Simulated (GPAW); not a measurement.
## KF (Fm-3m): refractive index against wavelength

The refractive index of KF (Fm-3m) below the direct gap (6.18 eV on the mesh) is read from one computed spectrum, n = √(Re ε).

It takes space group Fm-3m (No. 225, cubic). Conventional cell: a = 5.344 Å, b = 5.344 Å, c = 5.344 Å, α = 90.00°, β = 90.00°, γ = 90.00°. Around K on site a lie 6 F at 2.67 Å. Around F on site b lie 6 K at 2.67 Å.

Method: GPAW 26.7.0, PBE, RPA, k-mesh 11×11×11, local fields up to 60 eV, Lorentzian half width 0.1 eV.

Launch of the response step: `OMP_NUM_THREADS=1 python df.py`. The run took 30 s, its band step included, on 1 thread of Arm Neoverse V2, on a shared host.

| wavelength (nm) | photon energy E (eV) | n |
| --- | --- | --- |
| 700 | 1.771 | 1.3808 |
| 633 | 1.959 | 1.3823 |
| 532 | 2.331 | ? |
| 450 | 2.755 | 1.3907 |
| 405 | 3.061 | 1.3950 |
| 365 | 3.397 | 1.4004 |
| 308 | 4.025 | 1.4133 |

In the single-oscillator model n² − 1 = E₀E_d/(E₀² − E²), so 1/(n² − 1) = E₀/E_d − E²/(E₀E_d) is linear in E².

Working, on the rows shown:

| x = E² (eV²) | y = 1/(n² − 1) |
| --- | --- |
| 3.13716 | 1.10301 |
| 3.83641 | 1.09799 |
| 7.59115 | 1.07061 |
| 9.37179 | 1.05705 |
| 11.5384 | 1.04045 |
| 16.2043 | 1.00259 |

Means: x̄ = 8.6132, ȳ = 1.062. Σ(x − x̄)(y − ȳ) = -0.9231, Σ(x − x̄)² = 120.6. Slope = -0.9231 / 120.6 = -0.007654; intercept = ȳ − slope · x̄ = 1.1279. Turned back into n, the line misses the rows shown by at most 0.00044.

Q: Predict the last column of the withheld row from the fit.

A: At x = 5.4314 the line gives y = 1.0863, that is 1.3858. The run gave 1.3858, so the interpolation holds to the digits printed.

Refitted with all rows, the slope is -0.007656 and the intercept 1.1279. These give E₀ = √(intercept/−slope) = 12.14 eV and E_d = E₀/intercept = 10.8 eV; E₀ is 2.0 times the direct gap. The electronic limit at long wavelengths, without lattice vibrations, is n = √(1 + 1/intercept) = 1.374. Excitons are left out; PBE gaps are as a rule too small. The values come from a sum over the points of one k-mesh and carry its error, which grows as the direct gap shrinks. This version of GPAW has incomplete matrix elements in the optical limit, which can lower ε − 1 by up to a tenth where first-row anions or d states rule.
